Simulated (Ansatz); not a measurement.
**SnWO4 (Pnna): a band-gap study from r2SCAN to G0W0 at the band limit**

Wanted: the gap of SnWO4 (Pnna) by functionals, hybrids and G0W0, carried to the basis limit, with what remains uncertain.

Main program and level: Ansatz 0.2.0; density functionals, hybrids, G0W0, plane waves, PAW.

### 1. Starting point

It takes space group Pnna (No. 52, orthorhombic). Conventional cell: a = 5.627 Å, b = 11.649 Å, c = 4.997 Å, α = 90.00°, β = 90.00°, γ = 90.00°. Sn has 4 O at 2.18 to 2.39 Å nearest. Nearest to W lie 6 O at 1.80 to 2.14 Å. Nearest to O lie 2 W at 1.80 to 2.14 Å. O has 1 W at 1.89 Å and 2 Sn at 2.18 to 2.39 Å nearest. Farther neighbours and most contacts between anions are not listed.

The cell and positions come from the Crystallography Open Database and are kept as given unless a step says otherwise. Spin-orbit coupling is left out unless a step names it. The default PAW set here is soft_2. Its files were made with PBE.

### 2. r2SCAN bands

The cheap functional maps the bands first; the places of the edges decide which points the dearer methods must see.

This step: DFT, r2SCAN, plane waves, PAW.

The input, input.yaml:

```yaml
crystal:
  lattice:
    - [5.627, 0.0, 0.0]
    - [0.0, 11.6486, 0.0]
    - [0.0, 0.0, 4.9973]
  atoms:
    - { symbol: Sn, position: [0.25, 0.0, 0.2196] }
    - { symbol: Sn, position: [0.25, 0.5, 0.2804] }
    - { symbol: Sn, position: [0.75, 0.0, 0.7804] }
    - { symbol: Sn, position: [0.75, 0.5, 0.7196] }
    - { symbol: W, position: [0.6677, 0.25, 0.25] }
    - { symbol: W, position: [0.8323, 0.75, 0.25] }
    - { symbol: W, position: [0.3323, 0.75, 0.75] }
    - { symbol: W, position: [0.1677, 0.25, 0.75] }
    - { symbol: O, position: [0.3765, 0.2987, 0.9988] }
    - { symbol: O, position: [0.1235, 0.7013, 0.9988] }
    - { symbol: O, position: [0.3765, 0.2013, 0.5012] }
    - { symbol: O, position: [0.1235, 0.7987, 0.5012] }
    - { symbol: O, position: [0.6235, 0.7013, 0.0012] }
    - { symbol: O, position: [0.8765, 0.2987, 0.0012] }
    - { symbol: O, position: [0.6235, 0.7987, 0.4988] }
    - { symbol: O, position: [0.8765, 0.2013, 0.4988] }
    - { symbol: O, position: [0.1019, 0.3961, 0.6037] }
    - { symbol: O, position: [0.3981, 0.6039, 0.6037] }
    - { symbol: O, position: [0.1019, 0.1039, 0.8963] }
    - { symbol: O, position: [0.3981, 0.8961, 0.8963] }
    - { symbol: O, position: [0.8981, 0.6039, 0.3963] }
    - { symbol: O, position: [0.6019, 0.3961, 0.3963] }
    - { symbol: O, position: [0.8981, 0.8961, 0.1037] }
    - { symbol: O, position: [0.6019, 0.1039, 0.1037] }
kpoints:
  mp_grid: { grid: [4, 2, 6] }
  band_path:
    path:
      - [[0.0, 0.0, 0.0], [0.5, 0.0, 0.0], [0.5, 0.5, 0.0], [0.0, 0.5, 0.0], [0.0, 0.0, 0.0], [0.0, 0.0, 0.5], [0.5, 0.0, 0.5], [0.5, 0.5, 0.5], [0.0, 0.5, 0.5], [0.0, 0.0, 0.5]]
      - [[0.5, 0.0, 0.0], [0.5, 0.0, 0.5]]
      - [[0.0, 0.5, 0.0], [0.0, 0.5, 0.5]]
      - [[0.5, 0.5, 0.0], [0.5, 0.5, 0.5]]
    npoints: 10
hamiltonian:
  xc: r2scan
scf:
  occupations: { method: fermi_dirac, width: 0.02 }
  n_extra_bands: 12
output:
  eigenvalues: true
  forces: true
  stress: true
```

Command:

```console
> ansatz run input.yaml --threads 24 --pin off --max-ram 82944MiB --backend cuda --events-out ev --progress --plain --runs-dir out --devices 1 --max-vram 78GiB
```

Numbers of over 12 decimals in the logs are rounded to 6 here.

The log of the run:

```text
scf.n_extra_bands = 12 over 104 filled bands (N_el = 208.0): the run solves 116 bands
GPUs: using 1 of 1 available (devices: 1).
Engine: ansatz 0.2.0, aarch64-unknown-linux-gnu
Pseudopotentials: kind: paw
Pseudopotential: Sn, paw, valence charge 14, recommended cutoff 500 eV (meta_gga), Sn.paw.azcp
Pseudopotential: W, paw, valence charge 14, recommended cutoff 500 eV (meta_gga), W.paw.azcp
Pseudopotential: O, paw, valence charge 6, recommended cutoff 500 eV (meta_gga), O.paw.azcp
Functional definition: r2SCAN
  parameter k0 = 0.174
  parameter k1 = 0.065
  parameter a1 = 4.9479
  exchange = r2scan_x(k0 = k0, k1 = k1, a1 = a1)
  correlation = r2scan_c
[...]
Crystal: 24 atoms, lattice volume = 327.556 Å³
Basis set: ecut = 500 eV, 8317 PW (Γ), exchange–correlation on 180×360×160 points (64 copies of the dense FFT grid, shifted against one another)
Bands: 116, of which v1, the nominal top of the filled ones, is band 104 counted from 1 (103 counted from 0)
Symmetry: 8 space group operations
Space group: Pnna (ITA 52), of the structure as read, at distance tolerance 6.9e-5 Å
k-points: 24 of 48
Non-local potential: Sn, projectors of the file, l = 0: 2, l = 1: 2, l = 2: 2, l = 3: 2
Non-local potential: W, projectors of the file, l = 0: 3, l = 1: 2, l = 2: 2, l = 3: 1
Non-local potential: O, projectors of the file, l = 0: 2, l = 1: 2, l = 2: 1
PAW form: soft (Blöchl's): semilocal exchange-correlation on the pseudo side does not see the compensation charge
PAW frozen core: Sn, regenerated for the run's functional (the file was generated under x = pbe(κ = 0.804, μ = 0.219515), c = pbe(β = 0.066725))
PAW frozen core: W, regenerated for the run's functional (the file was generated under x = pbe(κ = 0.804, μ = 0.219515), c = pbe(β = 0.066725))
PAW frozen core: O, regenerated for the run's functional (the file was generated under x = pbe(κ = 0.804, μ = 0.219515), c = pbe(β = 0.066725))
PAW one-centre angular grid: Sn, 590 points (default); XC on 249 of its mesh's 2787 points in the sphere
PAW one-centre angular grid: W, 590 points (default); XC on 160 Gauss nodes
PAW one-centre angular grid: O, 302 points (default); XC on 160 Gauss nodes
Initial density: superposition of atomic densities (neutral atoms: chi_scale 0, normalization atom), corrected by the library's trained network
Initial wavefunctions: pseudopotential atomic-orbital guess
[...]
Functional: x = r2scan, c = r2scan; τ floored in thin density (d = 2e-4 eV/Å³)
SCF iter   1: F=—  HF=-74847.701357 eV  |F-HF|=—  |Δ(HF+E_count)|=         —  Δρ=1.14e-2  dr2=5.24e-1  dr2_τ=1.43e0  ethr=1.77e-3  ⟨swp⟩=6.0  Hψ=10391  notcnv=0
preconditioner: auto → Resta (q_TF=auto, 2.529 Å⁻¹)  ε∞=4.9  [insulator: Δε(μ)=1.668 eV  Ē_g=13.721 eV  σ=0.020 eV  W_gap=1.00  n_scr=84 (ndim 8)  ℏωp=27.2 eV  f_vac=0.037  D(μ)=0.00/eV (n_scr^D=0)  ε∞_Penn≈4.9]
SCF iter   2: F=—  HF=-74847.977211 eV  |F-HF|=—  |Δ(HF+E_count)|=   2.76e-1  Δρ=5.98e-3  dr2=4.57e-2  dr2_τ=3.55e-2  ethr=2.52e-4  ⟨swp⟩=2.0  Hψ=5069  notcnv=0  defer=185
SCF iter   3: F=—  HF=-74847.982212 eV  |F-HF|=—  |Δ(HF+E_count)|=   5.00e-3  Δρ=2.97e-3  dr2=1.77e-2  dr2_τ=1.31e-3  ethr=2.20e-5  ⟨swp⟩=2.0  Hψ=4206  notcnv=0  defer=185
SCF iter   4: F=—  HF=-74847.983408 eV  |F-HF|=—  |Δ(HF+E_count)|=   1.20e-3  Δρ=5.42e-4  dr2=7.97e-4  dr2_τ=1.25e-4  ethr=8.50e-6  ⟨swp⟩=2.0  Hψ=4057  notcnv=0  defer=185
SCF iter   5: F=—  HF=-74847.983905 eV  |F-HF|=—  |Δ(HF+E_count)|=   4.98e-4  Δρ=1.80e-4  dr2=9.64e-5  dr2_τ=1.13e-5  ethr=3.83e-7  ⟨swp⟩=2.0  Hψ=4206  notcnv=0  defer=185
SCF iter   6: F=—  HF=-74847.983090 eV  |F-HF|=—  |Δ(HF+E_count)|=   8.15e-4  Δρ=1.21e-4  dr2=4.62e-5  dr2_τ=5.64e-6  ethr=4.64e-8  ⟨swp⟩=2.0  Hψ=4172  notcnv=0  defer=185
SCF iter   7: F=—  HF=-74847.983085 eV  |F-HF|=—  |Δ(HF+E_count)|=   5.24e-6  Δρ=2.09e-5  dr2=1.34e-6  dr2_τ=1.54e-7  ethr=2.22e-8  ⟨swp⟩=2.0  Hψ=4080  notcnv=0  defer=185
SCF iter   8: F=—  HF=-74847.983086 eV  |F-HF|=—  |Δ(HF+E_count)|=   6.64e-7  Δρ=6.07e-6  dr2=1.24e-7  dr2_τ=1.39e-8  ethr=6.45e-10  ⟨swp⟩=2.0  Hψ=4406  notcnv=0  defer=185
[...]
SCF 1 converged in 9 iterations: F = -74847.983086 eV  dr2 = 5.03e-9
[...]
SCF converged after 9 iterations
[...]
0.000000      -0.464531       0.000000
        0.000000       0.000000       0.107798
  P = ⅓ Tr σ = -0.3902 GPa (-3.902 kbar)
--- Band table (eV; the first three rows and the last of 24) ---
  k-point 0: bands = ["-68.5538", "-68.5538", "-68.5521", "-68.5521", "-32.2715", "-32.2715", "-32.2322", "-32.2322", "-32.2081", "-32.2081", "-32.1466", "-32.1466", "-32.0847", "-32.0846", "-32.0715", "-32.0715", "-12.2948", "-12.2314", "-12.2258", "-12.2093", "-12.1766", "-12.1444", "-11.9997", "-11.9924", "-11.9742", "-11.9695", "-11.9695", "-11.9693", "-11.9198", "-11.9166", "-11.8999", "-11.8987", "-11.8678", "- [...]
  k-point 1: bands = ["-68.5536", "-68.5536", "-68.5522", "-68.5522", "-32.2674", "-32.2674", "-32.2264", "-32.2264", "-32.2124", "-32.2124", "-32.1523", "-32.1523", "-32.0840", "-32.0838", "-32.0726", "-32.0725", "-12.2881", "-12.2321", "-12.2290", "-12.2188", "-12.1719", "-12.1483", "-11.9967", "-11.9916", "-11.9750", "-11.9717", "-11.9694", "-11.9683", "-11.9211", "-11.9161", "-11.8995", "-11.8986", "-11.8677", "- [...]
  k-point 2: bands = ["-68.5533", "-68.5533", "-68.5525", "-68.5525", "-32.2560", "-32.2560", "-32.2242", "-32.2242", "-32.2107", "-32.2107", "-32.1679", "-32.1679", "-32.0819", "-32.0817", "-32.0753", "-32.0753", "-12.2714", "-12.2378", "-12.2346", "-12.2321", "-12.1658", "-12.1560", "-11.9915", "-11.9898", "-11.9766", "-11.9747", "-11.9692", "-11.9680", "-11.9195", "-11.9146", "-11.8984", "-11.8981", "-11.8760", "- [...]
  k-point 23: bands = ["-68.5529", "-68.5529", "-68.5529", "-68.5529", "-32.2618", "-32.2618", "-32.2618", "-32.2618", "-32.1693", "-32.1693", "-32.1693", "-32.1693", "-32.0768", "-32.0768", "-32.0767", "-32.0767", "-12.2976", "-12.2976", "-12.2649", "-12.2649", "-12.0372", "-12.0372", "-12.0282", "-12.0282", "-11.9772", "-11.9772", "-11.9746", "-11.9746", "-11.9118", "-11.9118", "-11.9117", "-11.9117", "-11.8833", " [...]
```

It took 6.3 s on 1 × NVIDIA GB200 (shared by 2 runs) with 24 threads of Arm Neoverse V2, shared host; peak memory 1.6 GiB; 37 s of CPU time.

The column dr2 measures how far the density is from self-consistency, as an energy; F and HF (Harris–Foulkes) agree once it is small.

This step gave:

```
pressure             : -0.3902 GPa
filled bands         : 104
gap                  : 1.505 eV
valence top at       : k = (0.000, 0.000, 0.250)
conduction bottom at : Γ
least direct gap     : 1.561 eV
```

The gap is indirect, with the least direct gap 0.06 eV higher.

Electronic bands along the path, in eV, zero at the top of the highest nominally filled band:

```csv
point,band 101,band 102,band 103,band 104,band 105,band 106,band 107,band 108
Γ,-1.47,-0.63,-0.14,-0.09,1.50,1.54,2.30,2.36
halfway,-1.21,-0.73,-0.31,-0.15,1.78,1.88,2.17,2.51
X,-0.69,-0.69,-0.63,-0.63,2.31,2.31,2.55,2.55
halfway,-0.71,-0.71,-0.67,-0.67,2.38,2.38,2.54,2.54
S,-0.71,-0.71,-0.71,-0.71,2.49,2.49,2.49,2.49
halfway,-1.00,-1.00,-0.22,-0.22,1.84,1.84,2.33,2.33
Y,-1.02,-1.02,-0.04,-0.04,1.53,1.53,2.26,2.26
halfway,-1.33,-0.74,-0.09,-0.06,1.51,1.54,2.27,2.31
Γ,-1.47,-0.63,-0.14,-0.09,1.50,1.54,2.30,2.36
halfway,-1.19,-0.83,-0.17,0.00,1.67,1.70,2.29,2.51
Z,-0.64,-0.64,-0.34,-0.34,2.25,2.25,2.40,2.40
halfway,-0.63,-0.63,-0.24,-0.24,2.11,2.11,2.36,2.36
U,-0.61,-0.61,-0.15,-0.15,2.03,2.03,2.39,2.39
halfway,-0.72,-0.42,-0.33,-0.17,1.98,2.18,2.23,2.44
R,-0.60,-0.60,-0.28,-0.28,2.06,2.06,2.35,2.35
halfway,-0.58,-0.58,-0.35,-0.35,2.13,2.13,2.36,2.36
T,-0.56,-0.56,-0.48,-0.48,2.30,2.30,2.38,2.38
halfway,-0.61,-0.61,-0.40,-0.40,2.28,2.28,2.39,2.39
Z,-0.64,-0.64,-0.34,-0.34,2.25,2.25,2.40,2.40
jump to X,-0.69,-0.69,-0.63,-0.63,2.31,2.31,2.55,2.55
halfway,-0.71,-0.71,-0.30,-0.30,2.10,2.10,2.51,2.51
U,-0.61,-0.61,-0.15,-0.15,2.03,2.03,2.39,2.39
jump to Y,-1.02,-1.02,-0.04,-0.04,1.53,1.53,2.26,2.26
halfway,-0.99,-0.99,-0.05,-0.05,1.68,1.68,2.37,2.37
T,-0.56,-0.56,-0.48,-0.48,2.30,2.30,2.38,2.38
jump to S,-0.71,-0.71,-0.71,-0.71,2.49,2.49,2.49,2.49
```

### 3. LDA

A second semilocal functional shows how much of the gap hangs on that choice alone.

This step: DFT, LDA, plane waves, PAW.

input.yaml: that of step 2 with these lines changed.

```diff
@@ -34,11 +34,17 @@
     path:
-      - [[0.0, 0.0, 0.0], [0.5, 0.0, 0.0], [0.5, 0.5, 0.0], [0.0, 0.5, 0.0], [0.0, 0.0, 0.0], [0.0, 0.0, 0.5], [0.5, 0.0, 0.5], [0.5, 0.5, 0.5], [0.0, 0.5, 0.5], [0.0, 0.0, 0.5]]
-      - [[0.5, 0.0, 0.0], [0.5, 0.0, 0.5]]
-      - [[0.0, 0.5, 0.0], [0.0, 0.5, 0.5]]
-      - [[0.5, 0.5, 0.0], [0.5, 0.5, 0.5]]
-    npoints: 10
+      - [0.0, 0.0, 0.0]
+      - [0.5, 0.0, 0.0]
+      - [0.5, 0.5, 0.0]
+      - [0.0, 0.5, 0.0]
+      - [0.0, 0.0, 0.5]
+      - [0.5, 0.0, 0.5]
+      - [0.5, 0.5, 0.5]
+      - [0.0, 0.5, 0.5]
+      - [0.0, 0.0, 0.25]
+      - [0.0, 0.4, 0.0]
+    npoints: 1
 hamiltonian:
-  xc: r2scan
+  xc: lda
 scf:
-  occupations: { method: fermi_dirac, width: 0.02 }
+  occupations: { method: fixed }
   n_extra_bands: 12
```

The log of the run:

```text
[...]
GPUs: using 1 of 1 available (devices: 1).
[...]
Crystal: 24 atoms, lattice volume = 327.556 Å³
Basis set: ecut = 420 eV, 6429 PW (Γ)
Bands: 116, of which v1, the nominal top of the filled ones, is band 104 counted from 1 (103 counted from 0)
Symmetry: 8 space group operations
[...]
k-points: 24 of 48
[...]
SCF 1 converged in 9 iterations: F = -72927.369924 eV  dr2 = 8.43e-9
[...]
NSCF: frozen V_eff on 10 k-points
SCF converged after 9 iterations
[...]
-5.306400       0.000000       0.000000
        0.000000      -5.594514       0.000000
        0.000000       0.000000      -4.023123
  P = ⅓ Tr σ = -4.9747 GPa (-49.747 kbar)
--- Band table (eV; the first three rows and the last of 24) ---
[...]
```

Elapsed: 1.9 s, on 1 × NVIDIA GB200 (shared by 2 runs) with 24 threads; peak memory 1.1 GiB.

This step gave:

```yaml
pressure: -4.975 GPa
gap: 1.351 eV
valence_top_at: k = (0.000, 0.000, 0.250)
conduction_bottom_at: Γ
least_direct_gap: 1.417 eV
```

The gap stands −0.15 eV against r2SCAN.

### 4. r2SCAN+SOC

The many-body steps leave out spin-orbit coupling, so its effect is taken from a two-component run, with twice the bands.

This step: DFT, r2SCAN with spin-orbit coupling, plane waves, PAW.

input.yaml: that of step 3 with these lines changed.

```diff
@@ -46,6 +46,9 @@
 hamiltonian:
-  xc: lda
+  xc: r2scan
 scf:
   occupations: { method: fixed }
-  n_extra_bands: 12
+  n_extra_bands: 24
+magnetization:
+  noncollinear: true
+  spin_orbit: true
 output:
```

The log of the run:

```text
[...]
GPUs: using 1 of 1 available (devices: 1).
[...]
non-collinear run that drives no moment, with spin-orbit: no starting moment large enough to seed its density (crystal.atoms[].spin), no starting occupations that ask for one, no magnetisation constraint and no magnetic field, so the semilocal B_xc is pinned to zero
[...]
Crystal: 24 atoms, lattice volume = 327.556 Å³
[...]
SCF iter   3: F=—  HF=-74709.687334 eV  |F-HF|=—  |Δ(HF+E_count)|=    1.26e0  Δρ=2.40e-2  dr2=1.42e0  dr2_τ=2.65e-2  dr2_m=0.00e0 (ungated)  ethr=3.10e-3  |M|=0.00e0 ∫|m|=0.00e0 μB  |m|>n=0.0e0 m-floor=0.0e0 τ_xc=0.0e0  β_m=0.59  ⟨swp⟩=3.9  Hψ=4962  notcnv=0  defer=450
[...]
SCF 1 converged in 10 iterations: F = -74709.606898 eV  dr2 = 2.01e-8
[...]
SCF converged after 10 iterations
[...]
```

Run time: 8.3 s. Hardware: 1 × NVIDIA GB200 (shared by 2 runs) with 24 threads; peak memory 2.7 GiB; 78 s of CPU time.

This step gave:

* pressure: -0.6026 GPa
* gap: 1.470 eV
* valence top at: k = (0.000, 0.000, 0.250)
* conduction bottom at: k = (0.000, -0.500, 0.167)
* least direct gap: 1.493 eV

The gap stands −0.03 eV against r2SCAN, and the conduction bottom moves to (0.000, -0.500, 0.167).

### 5. HSE06

The screened hybrid is the usual rung above semilocal functionals: a quarter of exact exchange, cut off beyond a few ångström.

This step: DFT, HSE06, plane waves, PAW.

input.yaml: that of step 4 with these lines changed.

```diff
@@ -31,3 +31,3 @@
 kpoints:
-  mp_grid: { grid: [4, 2, 6] }
+  mp_grid: { grid: [4, 2, 4] }
   band_path:
@@ -46,12 +46,7 @@
 hamiltonian:
-  xc: r2scan
+  xc: hse06
 scf:
   occupations: { method: fixed }
-  n_extra_bands: 24
-magnetization:
-  noncollinear: true
-  spin_orbit: true
+  n_extra_bands: 12
 output:
   eigenvalues: true
-  forces: true
-  stress: true
```

The log of the run:

```text
[...]
GPUs: using 1 of 1 available (devices: 1).
[...]
davidson cushion auto → on  (no smearing: the cushion is to keep the highest requested band from converging to the state above it; pin scf.eigensolver.cushion to override)
[...]
Crystal: 24 atoms, lattice volume = 327.556 Å³
Basis set: ecut = 420 eV, 6429 PW (Γ)
Bands: 116, of which v1, the nominal top of the filled ones, is band 104 counted from 1 (103 counted from 0)
Symmetry: 8 space group operations
[...]
k-points: 18 of 32
[...]
SCF 1 stopped early in 5 iterations: F = -74720.708820 eV  dr2 = 7.34e-5
[...]
hybrid outer 1: dexx = +1.164e-1 eV, tail = 8.15e-4 eV
[...]
SCF 3 converged in 6 iterations: F = -74735.087496 eV  dr2 = 7.50e-9
hybrid outer 2: dexx = +2.069e-5 eV, tail = 6.55e-7 eV, Δε = 4.20e-3 eV (about 1.63e-4 eV left of the loop's levels)
[...]
E_closure    = -0.000000  (closes the sum)
  Σ components = -74735.087490   (vs F -74735.087490, Δ=1.46e-11)
--- Band table (eV; the first three rows and the last of 18) ---
[...]
```

Wall time 40 s (1 × NVIDIA GB200 (shared by 2 runs) with 24 threads); peak memory 3 GiB.

This step gave:

- gap: 2.078 eV
- valence top at: k = (0.000, 0.000, 0.250)
- conduction bottom at: Γ
- least direct gap: 2.134 eV

The gap stands +0.57 eV against r2SCAN.

### 6. PBE0

PBE0 keeps its quarter of exact exchange at all distances, which suits crystals with ε∞ near 4 best.

This step: DFT, PBE0, plane waves, PAW.

input.yaml: that of step 5 with these lines changed.

```diff
@@ -46,3 +46,3 @@
 hamiltonian:
-  xc: hse06
+  xc: pbe0
 scf:
```

The log of the run:

```text
[...]
GPUs: using 1 of 1 available (devices: 1).
[...]
Crystal: 24 atoms, lattice volume = 327.556 Å³
Basis set: ecut = 420 eV, 6429 PW (Γ)
Bands: 116, of which v1, the nominal top of the filled ones, is band 104 counted from 1 (103 counted from 0)
Symmetry: 8 space group operations
[...]
k-points: 18 of 32
[...]
Frozen-core exchange: fock
[...]
hybrid outer 1: dexx = +1.584e-1 eV, tail = 8.77e-4 eV
[...]
SCF 3 converged in 6 iterations: F = -74723.639325 eV  dr2 = 1.81e-8
[...]
E_closure    = -0.000000  (closes the sum)
  Σ components = -74723.639320   (vs F -74723.639320, Δ=1.46e-11)
--- Band table (eV; the first three rows and the last of 18) ---
[...]
```

Wall time 35 s (1 × NVIDIA GB200 (shared by 2 runs) with 24 threads); peak memory 3.2 GiB; 8 min of CPU time.

Numbers from this step:

| Property | Result |
| --- | --- |
| gap | 2.792 eV |
| valence top at | k = (0.000, 0.000, 0.250) |
| conduction bottom at | Γ |
| least direct gap | 2.847 eV |

The gap stands +1.29 eV against r2SCAN.

[end of part 1 of 3]

[Paths, hosts, dates, memory and timing lines, banners, echoed tables and standing remarks are left out of the program output.]

[Logs are printed without paths, hosts, clocks, repeated set-up lines and the standing remarks that a program may print on its own settings, such as how far it seeks lower states.]

[Runs of the session that timed out or met a known fault of the program may be left out.]

[Cells called generated may have been cut or substituted from an entry of the Crystallography Open Database or the Materials Project.]

[Hosts, paths, dates, database ids (printed as entryN), source tags and the programs' standing remarks are cut or masked in the printed files.]
